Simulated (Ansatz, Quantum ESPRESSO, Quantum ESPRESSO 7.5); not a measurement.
# Complex bands of CdS, zinc blende type, lattice constant set to 5.617 Å

Wanted: the complex band structure of CdS, zinc blende type, lattice constant set to 5.617 Å, as for a tunnel barrier.

Method: plane-wave DFT, LDA, GBRV ultrasoft pseudopotentials (cross-check by Ansatz 0.2.0 with PAW datasets), in Quantum ESPRESSO 7.5.

Report form: the programs' logs are mostly left out.

## (1) Set-up

It takes space group F-43m (No. 216, cubic). The conventional cell has a = 5.617 Å, b = 5.617 Å, c = 5.617 Å, α = 90.00°, β = 90.00°, γ = 90.00°. Nearest to Cd lie 4 S at 2.43 Å. Nearest to S lie 4 Cd at 2.43 Å. Farther neighbours and most contacts between anions are not listed.

## (2) Self-consistent run

pwcond needs a cell whose third axis lies along the current and stands perpendicular to the other two.

Input file scf.in:

```
&control
  prefix = 'scf'
  outdir = './out'
  pseudo_dir = './pseudo'
  calculation = 'scf'
  tprnfor = .true.
/
&system
  ibrav = 0
  nat = 4
  ntyp = 2
  ecutwfc = 40
  ecutrho = 200
  occupations = 'fixed'
  nbnd = 22
/
&electrons
  conv_thr = 1e-09
  mixing_beta = 0.6
  electron_maxstep = 120
/
ATOMIC_SPECIES
  Cd  112.4140  cd_lda_v1.uspp.F.UPF
  S   32.0600  s_lda_v1.4.uspp.F.UPF
CELL_PARAMETERS angstrom
  3.97181878992484 0.00000000000000 0.00000000000000
  0.00000000000000 3.97181878992484 0.00000000000000
  0.00000000000000 0.00000000000000 5.61700000000000
ATOMIC_POSITIONS crystal
  Cd  0.000000000000 0.000000000000 0.000000000000
  S   0.500000000000 0.000000000000 0.250000000000
  Cd  0.500000000000 0.500000000000 0.500000000000
  S   0.000000000000 0.500000000000 0.750000000000
K_POINTS automatic
  6 6 6 0 0 0
```

The run is started by

```
$ OMP_NUM_THREADS=1 mpirun -n 2 pw.x -nk 2 -in scf.in > scf.out
```

The job ended after 24 s (2 MPI ranks of Intel Xeon 6975P-C (Granite Rapids), shared host; peak memory 0.25 GiB; 48 s of CPU time).

This step gave:

| Quantity | Value |
| --- | --- |
| free energy | -3774.0163 eV |
| valence top, on the run's zero | 6.927 eV |
| conduction bottom, on the run's zero | 7.979 eV |
| gap by band count | 1.052 eV |

The program's own clock; routines nest. Time by routine:

```tsv
routine	wall time (s)	calls
PWSCF	23.37	1
electrons	21.57	1
c_bands	17.47	12
cegterg	14.48	240
h_psi	9.97	1478
vloc_psi	7.74	1478
fftw	7.26	46700
sum_band	2.97	12
calbec	1.54	1798
init_run	1.31	1
h_psi:calbec	1.17	1478
newd	1.11	12
add_vuspsi	0.96	1478
s_psi	0.91	1478
```

The run needed 11 iterations to bring the estimated error under 1e-09 Ry.

## (3) Complex band structure

ikind = 0 solves one period of the crystal for all kz, real and complex, at each energy and k across. ewind and epsproj trim the two-dimensional plane-wave basis; nz1 sets the subslabs.

Input file cbs.in:

```
&inputcond
  outdir = './out'
  prefixl = 'scf'
  band_file = 'cbs'
  ikind = 0
  ewind = 4.0
  epsproj = 1e-05
  nz1 = 7
  energy0 = 4.93
  denergy = -0.17
/
4
  0.00000000 0.00000000 1.00000000
  0.50000000 0.00000000 1.00000000
  0.50000000 0.50000000 1.00000000
  0.25000000 0.00000000 1.00000000
42
```

The run is started by

```
$ OMP_NUM_THREADS=1 mpirun -n 2 pwcond.x -in cbs.in > cbs.out
```

Wall time 5.7 min (2 MPI ranks); peak memory 0.2 GiB.

Numbers from this step:

```
peak of the smallest κ at the zone centre : 0.089 Å⁻¹
energy of the peak at the zone centre     : 0.51 eV
peak of the smallest κ at (1/2, 0)        : 0.287 Å⁻¹
peak of the smallest κ at (1/4, 0)        : 0.275 Å⁻¹
```

K across = (0, 0) in the cell's reciprocal vectors; values within 0.0025 1/Å of each other count once, columns are sorted by size at each energy, a dash where no further value was kept. Table of Im kz of the slowest decaying states by energy, zero at the highest filled level of the SCF mesh:

```tsv
energy (eV)	decay 1 (Å⁻¹)	decay 2 (Å⁻¹)	decay 3 (Å⁻¹)
-2.04	1.07	1.44	1.64
-1.87	1.06	1.43	1.65
-1.53	1.05	1.42	1.66
-1.36	1.04	1.41	1.66
-1.02	1.02	1.39	1.67
-0.85	1.01	1.38	1.67
-0.68	1	1.37	1.66
-0.34	0.977	1.35	1.65
-0.17	0.964	1.34	1.65
0.00	0.007	0.951	-
0.17	0.067	0.164	0.936
0.34	0.084	0.227	0.92
0.68	0.085	0.307	0.883
0.85	0.07	0.336	0.863
1.02	0.03	0.361	0.841
1.36	0.399	0.791	1.24
1.53	0.414	0.763	1.23
1.87	0.437	0.702	1.21
2.04	0.447	0.668	1.20
2.21	0.454	0.592	0.672
2.55	0.44	0.464	0.659
2.72	0.362	0.467	0.638
3.06	0.115	0.469	0.581
3.23	0.468	0.547	1.11
3.57	0.462	1.08	1.7
3.74	0.104	0.408	0.457
3.91	0.132	0.34	0.451
4.25	0.138	0.434	1.03
4.42	0.131	0.422	1.02
4.76	0.247	0.395	0.996
4.93	0.269	0.377	0.984
```

K across = (0, 0) in the cell's reciprocal vectors. Re kz of states that move upwards against energy, zero at the highest filled level of the SCF mesh:

```tsv
energy (eV)	channel 1 (Å⁻¹)	channel 2 (Å⁻¹)	channel 3 (Å⁻¹)
-2.04	-0.456	0.301	0.301
-1.87	-0.423	0.371	0.371
-1.70	-0.390	0.433	0.433
-1.53	-0.357	0.490	0.490
-1.36	-0.324	0.544	0.544
-1.02	-0.471	-0.471	-0.257
-0.85	-0.419	-0.419	-0.224
-0.68	-0.366	-0.366	-0.190
-0.51	-0.309	-0.309	-0.156
-0.34	-0.247	-0.247	-0.119
-0.17	-0.171	-0.171	-0.0785
0.00	-	-	-
0.17	-	-	-
0.34	-	-	-
0.68	-	-	-
0.85	-	-	-
1.02	-	-	-
1.19	0.0680	-	-
1.36	0.108	-	-
1.53	0.143	-	-
1.70	0.175	-	-
1.87	0.206	-	-
2.04	0.236	-	-
2.21	0.267	-	-
2.55	0.328	-	-
2.72	0.360	-	-
2.89	0.393	-	-
3.06	0.428	-	-
3.23	0.216	0.467	-
3.40	0.336	0.514	-
3.57	-0.510	0.472	-
3.74	-	-	-
3.91	-	-	-
4.25	0.133	-	-
4.42	0.447	-	-
4.59	-0.540	-	-
4.76	-0.479	-	-
4.93	-0.430	-	-
```

K across = (1/2, 0) in the cell's reciprocal vectors; values within 0.0025 1/Å of each other count once, columns are sorted by size at each energy, a dash where no further value was kept. Im kz of the slowest decaying states against energy, zero at the highest filled level of the SCF mesh:

```tsv
energy (eV)	decay 1 (Å⁻¹)	decay 2 (Å⁻¹)	decay 3 (Å⁻¹)
-2.04	1.24	1.28	1.50
-1.87	1.15	1.29	1.48
-1.70	1.06	1.30	1.46
-1.53	0.972	1.32	1.44
-1.36	0.872	1.38	1.74
-1.02	0.416	1.37	1.78
-0.85	0.102	0.596	1.37
-0.68	0.153	0.722	1.36
-0.51	0.188	0.78	1.36
-0.34	0.214	0.813	1.36
-0.17	0.234	0.835	1.36
0.00	0.25	0.849	1.35
0.17	0.263	0.858	1.35
0.34	0.272	0.864	1.35
0.68	0.284	0.868	1.35
0.85	0.287	0.867	1.34
1.02	0.287	0.865	1.25
1.19	0.285	0.861	1.17
1.36	0.281	0.857	1.12
1.53	0.275	0.851	1.07
1.70	0.265	0.845	1.03
1.87	0.253	0.838	0.992
2.04	0.238	0.83	0.958
2.21	0.218	0.821	0.924
2.55	0.16	0.802	0.862
2.72	0.111	0.791	0.831
2.89	0.779	0.802	1.69
3.06	0.767	0.772	1.68
3.23	0.743	0.754	1.68
3.40	0.713	0.741	1.67
3.57	0.684	0.727	1.65
3.74	0.654	0.712	1.63
3.91	0.623	0.696	1.61
4.25	0.56	0.662	1.58
4.42	0.056	0.526	0.643
4.59	0.113	0.49	0.624
4.76	0.145	0.451	0.603
4.93	0.167	0.409	0.581
```

K across = (1/2, 1/2) in the cell's reciprocal vectors; values within 0.0025 1/Å of each other count once, columns are sorted by size at each energy, a dash where no further value was kept. The Im kz of the slowest decaying states by energy, zero at the highest filled level of the SCF mesh:

```tsv
energy (eV)	decay 1 (Å⁻¹)	decay 2 (Å⁻¹)	decay 3 (Å⁻¹)
-2.04	0.245	0.311	1.46
-1.87	0.284	0.356	1.47
-1.70	0.313	0.389	1.48
-1.53	0.335	0.414	1.49
-1.36	0.353	0.433	1.50
-1.02	0.377	0.46	1.52
-0.85	0.385	0.47	1.53
-0.68	0.391	0.477	1.52
-0.51	0.395	0.482	1.52
-0.34	0.397	0.486	1.51
-0.17	0.398	0.489	1.51
0.00	0.397	0.49	1.50
0.17	0.395	0.491	1.50
0.34	0.391	0.49	1.49
0.68	0.381	0.485	1.48
0.85	0.374	0.481	1.47
1.02	0.365	0.476	1.47
1.19	0.356	0.47	1.46
1.36	0.345	0.464	1.46
1.53	0.332	0.456	1.45
1.70	0.318	0.448	1.44
1.87	0.302	0.438	1.44
2.04	0.284	0.427	1.43
2.21	0.263	0.416	1.42
2.55	0.212	0.388	1.41
2.72	0.178	0.373	1.40
2.89	0.133	0.355	1.40
3.06	0.057	0.336	1.39
3.23	0.314	1.38	1.59
3.40	0.289	1.37	1.59
3.57	0.26	1.36	1.58
3.74	0.226	1.36	1.57
3.91	0.184	1.35	1.56
4.25	1.33	1.53	1.58
4.42	1.32	1.52	1.58
4.59	1.32	1.51	1.58
4.76	1.31	1.50	1.58
4.93	1.30	1.48	1.57
```

K across = (1/4, 0) in the cell's reciprocal vectors; values within 0.0025 1/Å of each other count once, columns are sorted by size at each energy, a dash where no further value was kept. Im kz of the slowest decaying states against energy, zero at the highest filled level of the SCF mesh:

```tsv
energy (eV)	decay 1 (Å⁻¹)	decay 2 (Å⁻¹)	decay 3 (Å⁻¹)
-2.04	0.175	1.19	1.45
-1.87	0.086	1.19	1.44
-1.53	0.125	1.19	1.41
-1.36	0.126	1.18	1.40
-1.02	0.087	1.18	1.37
-0.85	1.17	1.35	1.44
-0.68	1.17	1.34	1.43
-0.34	0.126	1.16	1.31
-0.17	0.124	0.17	1.15
0.00	0.201	0.236	1.15
0.17	0.223	0.304	1.14
0.34	0.241	0.356	1.13
0.68	0.263	0.434	1.11
0.85	0.27	0.465	1.10
1.02	0.274	0.492	1.02
1.36	0.274	0.537	0.894
1.53	0.269	0.557	0.849
1.87	0.251	0.591	0.769
2.04	0.236	0.607	0.731
2.21	0.215	0.622	0.694
2.55	0.132	0.62	0.651
2.72	0.582	0.667	0.934
3.06	0.216	0.5	0.705
3.23	0.245	0.455	0.742
3.57	0.277	0.342	0.753
3.74	0.261	0.286	0.742
3.91	0.094	0.292	0.729
4.25	0.164	0.294	0.702
4.42	0.192	0.291	0.687
4.76	0.209	0.277	0.653
4.93	0.205	0.265	0.635
```

The program's own clock; routines nest. Time by routine:

```tsv
routine	wall time (s)	calls
PWCOND	342.2	1
scatter_forw	212.9	168
compbs	125.2	168
compbs_2	119.7	168
local	3.14	4
init	0.87	1
poten	0.21	1
```

## (4) Complex band structure, with epsproj = 0.001

How much does a setting matter? One run is repeated with a change.

cbs.w.in is the input of step 3 with these lines changed:

```diff
@@ -3,6 +3,6 @@
   prefixl = 'scf'
-  band_file = 'cbs'
+  band_file = 'cbs.w'
   ikind = 0
   ewind = 4.0
-  epsproj = 1e-05
+  epsproj = 0.001
   nz1 = 7
```

The run is started by

```
$ OMP_NUM_THREADS=1 mpirun -n 2 pwcond.x -in cbs.w.in > cbs.w.out
```

Elapsed: 80 s, on 2 MPI ranks; peak memory 0.14 GiB; 2.7 min of CPU time.

The changed values were drawn from a wide range, not chosen for quality; the comparison shows what they did here together.

Beside the run it was changed from:

```tsv
quantity	this run	unchanged run	difference
peak of the smallest κ at the zone centre (Å⁻¹)	0.089	0.089	0
peak of the smallest κ at (1/2, 0) (Å⁻¹)	0.287	0.287	0
wall time (s)	80	343
```

The physical values in this table stay within 0.05 %.

## (5) Complex band structure, with ikind = 1

Another try, with an input changed as a hurried user might.

cbs.bad.in is the input of step 3 with these lines changed:

```diff
@@ -3,4 +3,4 @@
   prefixl = 'scf'
-  band_file = 'cbs'
-  ikind = 0
+  tran_file = 'cbs.bad.dat'
+  ikind = 1
   ewind = 4.0
```

The run is started by

```
$ OMP_NUM_THREADS=1 mpirun -n 2 pwcond.x -in cbs.bad.in > cbs.bad.out
```

Elapsed: 1.6 s, on 2 MPI ranks; peak memory 0.09 GiB.

The run ended with an error.

The fault put into the input: a transmission asked without a scattering region (inputcond.ikind = 1).

ikind = 1 needs a scattering region, which this input doesn't give; ikind = 0 solves the crystal alone.

## (6) The same in Ansatz

As a check, the same structure is run in Ansatz.

Level of this step: plane-wave DFT, LDA, Ansatz PAW (Ansatz 0.2.0).

Input file input.yaml:

```yaml
crystal:
  lattice:
    - [3.9718187899, 0.0, 0.0]
    - [0.0, 3.9718187899, 0.0]
    - [0.0, 0.0, 5.617]
  atoms:
    - { symbol: Cd, position: [0.0, 0.0, 0.0] }
    - { symbol: S, position: [0.5, 0.0, 0.25] }
    - { symbol: Cd, position: [0.5, 0.5, 0.5] }
    - { symbol: S, position: [0.0, 0.5, 0.75] }
kpoints:
  mp_grid: { grid: [6, 6, 6] }
hamiltonian:
  xc: lda
scf:
  occupations: { method: fixed }
  convergence: { dr2_threshold: 1.0e-09 }
output:
  transmission:
    leads: [[0, 0]]
    kpoints: [[0, 0], [0.5, 0], [0.5, 0.5], [0.25, 0]]
    e_range: [-2.04, 4.93]
    de: 0.17
```

The run is started by

```
$ ansatz run input.yaml --threads 2 --pin off --max-ram 4096MiB --backend cpu --events-out ev --progress --plain --runs-dir out
```

Elapsed: 14 s, on 2 threads; peak memory 0.47 GiB.

Numbers from this step:

* free energy: -17977.1708 eV
* gap by band count: 1.094 eV
* symmetry operations: 16
* slowest decay at the grid energy nearest mid-gap: 0.0924 Å⁻¹
* peak of the smallest κ at the zone centre: 0.09239 Å⁻¹
* peak of the smallest κ at (1/2, 0): 0.2885 Å⁻¹
* peak of the smallest κ at (1/4, 0): 0.2778 Å⁻¹
* valence top, on the run's zero: 8.355 eV

K across = (0, 0) in the cell's reciprocal vectors; values within 0.0025 1/Å of each other count once, columns are sorted by size at each energy, a dash where no further value was kept. The Im kz of the slowest decaying states by energy, zero at the highest filled level of the SCF mesh:

```tsv
energy (eV)	decay 1 (Å⁻¹)	decay 2 (Å⁻¹)	decay 3 (Å⁻¹)
-2.04	1.08	1.44	-
-1.70	1.06	1.43	-
-1.36	1.05	1.41	-
-1.02	1.03	1.39	-
-0.68	1.01	1.37	-
-0.34	0.986	1.35	-
0.00	0.00397	0.959	1.33
0.34	0.0861	0.229	0.927
0.68	0.0894	0.310	0.89
1.02	0.0458	0.364	0.846
1.36	0.403	0.795	1.25
1.53	0.418	0.767	1.23
1.87	0.442	0.705	1.21
2.21	0.459	0.564	0.707
2.55	0.432	0.469	0.674
2.89	0.269	0.474	0.621
3.23	0.474	0.553	1.11
3.57	0.468	1.09	-
3.91	0.128	0.346	0.457
4.25	0.141	0.440	1.04
4.59	0.203	0.416	1.01
4.93	0.264	0.385	0.986
```

K across = (0, 0) in the cell's reciprocal vectors. The Re kz of states that move upwards by energy, zero at the highest filled level of the SCF mesh:

```tsv
energy (eV)	channel 1 (Å⁻¹)	channel 2 (Å⁻¹)	channel 3 (Å⁻¹)
-2.04	-0.459	0.285	0.285
-1.70	-0.392	0.423	0.423
-1.36	-0.326	0.536	0.536
-1.02	-0.477	-0.477	-0.260
-0.68	-0.370	-0.370	-0.192
-0.34	-0.250	-0.250	-0.121
0.00	-	-	-
0.34	-	-	-
0.68	-	-	-
1.02	-	-	-
1.36	0.100	-	-
1.53	0.136	-	-
1.87	0.200	-	-
2.21	0.260	-	-
2.55	0.321	-	-
2.89	0.385	-	-
3.23	0.203	0.458	-
3.57	-0.546	0.435	-
3.91	-	-	-
4.25	0.0996	-	-
4.59	-0.554	-	-
4.93	-0.440	-	-
```

K across = (1/2, 0) in the cell's reciprocal vectors; values within 0.0025 1/Å of each other count once, columns are sorted by size at each energy, a dash where no further value was kept. Im kz of the slowest decaying states against energy, zero at the highest filled level of the SCF mesh:

```tsv
energy (eV)	decay 1 (Å⁻¹)	decay 2 (Å⁻¹)	decay 3 (Å⁻¹)
-2.04	1.20	1.29	1.50
-1.87	1.12	1.30	1.48
-1.53	0.962	1.35	1.43
-1.36	0.867	1.39	-
-1.02	0.479	1.38	-
-0.85	0.0927	0.555	1.38
-0.68	0.148	0.701	1.37
-0.34	0.211	0.802	1.37
-0.17	0.232	0.825	1.37
0.00	0.249	0.841	1.37
0.17	0.262	0.851	1.36
0.34	0.272	0.857	1.36
0.68	0.285	0.863	1.36
0.85	0.288	0.862	1.32
1.02	0.289	0.861	1.21
1.36	0.283	0.853	1.10
1.53	0.277	0.848	1.06
1.87	0.257	0.835	0.984
2.04	0.242	0.827	0.951
2.21	0.223	0.819	0.919
2.55	0.168	0.800	0.857
2.72	0.124	0.789	0.828
3.06	0.766	0.769	-
3.23	0.740	0.754	-
3.57	0.682	0.726	-
3.74	0.652	0.711	-
3.91	0.622	0.696	-
4.25	0.559	0.662	-
4.42	0.0261	0.525	0.643
4.76	0.138	0.451	0.604
4.93	0.162	0.409	0.582
```

K across = (1/2, 1/2) in the cell's reciprocal vectors; values within 0.0025 1/Å of each other count once, columns are sorted by size at each energy, a dash where no further value was kept. Table of Im kz of the slowest decaying states by energy, zero at the highest filled level of the SCF mesh:

```tsv
energy (eV)	decay 1 (Å⁻¹)	decay 2 (Å⁻¹)	decay 3 (Å⁻¹)
-2.04	0.234	0.294	1.48
-1.87	0.277	0.343	1.49
-1.53	0.332	0.405	-
-1.36	0.350	0.425	-
-1.02	0.375	0.454	-
-0.85	0.384	0.464	-
-0.68	0.390	0.472	-
-0.34	0.397	0.482	-
-0.17	0.398	0.485	-
0.00	0.397	0.487	-
0.17	0.395	0.487	-
0.34	0.392	0.487	1.50
0.68	0.382	0.482	1.49
0.85	0.375	0.479	1.48
1.02	0.367	0.474	1.47
1.36	0.346	0.462	1.46
1.53	0.334	0.455	1.46
1.87	0.304	0.437	1.44
2.04	0.286	0.426	1.44
2.21	0.265	0.415	1.43
2.55	0.214	0.388	1.42
2.72	0.181	0.372	1.41
3.06	0.0657	0.336	1.39
3.23	0.314	1.39	-
3.57	0.262	1.37	-
3.74	0.228	1.36	-
3.91	0.187	1.35	-
4.25	1.34	-	-
4.42	1.33	-	-
4.76	1.31	1.50	-
4.93	1.30	1.48	-
```

K across = (1/4, 0) in the cell's reciprocal vectors; values within 0.0025 1/Å of each other count once, columns are sorted by size at each energy, a dash where no further value was kept. Table of Im kz of the slowest decaying states by energy, zero at the highest filled level of the SCF mesh:

```tsv
energy (eV)	decay 1 (Å⁻¹)	decay 2 (Å⁻¹)	decay 3 (Å⁻¹)
-2.04	0.205	1.20	1.45
-1.87	0.082	1.20	1.44
-1.53	0.125	1.20	1.41
-1.36	0.127	1.19	1.40
-1.02	0.0920	1.19	1.37
-0.85	1.18	1.35	1.44
-0.68	1.18	1.34	1.43
-0.34	0.123	1.17	1.31
-0.17	0.119	0.169	1.16
0.00	0.200	0.236	1.16
0.17	0.224	0.306	1.15
0.34	0.241	0.359	1.14
0.68	0.265	0.437	1.13
0.85	0.272	0.468	1.06
1.02	0.276	0.496	0.979
1.36	0.277	0.542	0.878
1.53	0.273	0.562	0.836
1.87	0.256	0.598	0.760
2.04	0.242	0.614	0.724
2.21	0.222	0.630	0.688
2.55	0.150	0.616	0.661
2.72	0.579	0.677	0.927
3.06	0.208	0.498	0.723
3.23	0.241	0.453	0.776
3.57	0.276	0.343	0.755
3.74	0.264	0.285	0.744
3.91	0.115	0.292	0.731
4.25	0.156	0.295	0.704
4.42	0.187	0.293	0.689
4.76	0.207	0.280	0.656
4.93	0.204	0.268	0.637
```

## (7) Worked from the printed numbers

T falls as exp(−2κd). With κ = 0.089 1/Å, 10 Å of barrier pass exp(−2 × 0.089 × 10) = 0.17 of that channel, interfaces aside.

## (8) Summary of results

```json
{
  "gap on the SCF mesh": "1.05 eV",
  "smallest κ at mid-gap among the four k points, at the zone centre": "0.089 Å⁻¹",
  "peak of the smallest κ in the stop band at the zone centre": "0.089 Å⁻¹",
  "peak of the smallest κ in the stop band at (1/2, 0)": "0.287 Å⁻¹",
  "peak of the smallest κ in the stop band at (1/4, 0)": "0.275 Å⁻¹",
  "energy of the peak at the zone centre, over the highest filled level": "0.51 eV",
  "peak at the zone centre by Ansatz": "0.092 Å⁻¹"
}
```

With a gap of 1.05 eV on the mesh, the smallest κ at mid-gap among the four k points, at the zone centre is 0.089 Å⁻¹ (LDA, GBRV ultrasoft). For a barrier with the Fermi level at mid-gap the slowest state found, at the zone centre, loses a factor of ten in probability every 13 Å or so. Stop bands away from the zone centre are mostly wider than the gap, so their peaks can lie above the conduction bottom. At the zone centre pwcond's peak is 0.089 and Ansatz's 0.092 1/Å, 4 % apart. The cell is the a/√2 one, turned by 45°, with two primitive cells, so X along [001] folds onto kz = 0. A semilocal gap is too small, often by a third to a half and by more in narrow-gap crystals, so real barriers decay faster. Spin-orbit coupling is left out; depending on the atoms that carry the levels of interest, it can split and shift them by tens to hundreds of meV.

[Logs are printed without paths, hosts, clocks, repeated set-up lines and the standing remarks that a program may print on its own settings, such as how far it seeks lower states.]

[Hosts, paths, dates, database ids (printed as entryN), source tags and the programs' standing remarks are cut or masked in the printed files.]

[Maps of the electrostatic potential energy from Ansatz leave out the sawtooth potential of an applied field or a dipole correction, so their vacuum need not be flat; planar profiles and work functions include it.]
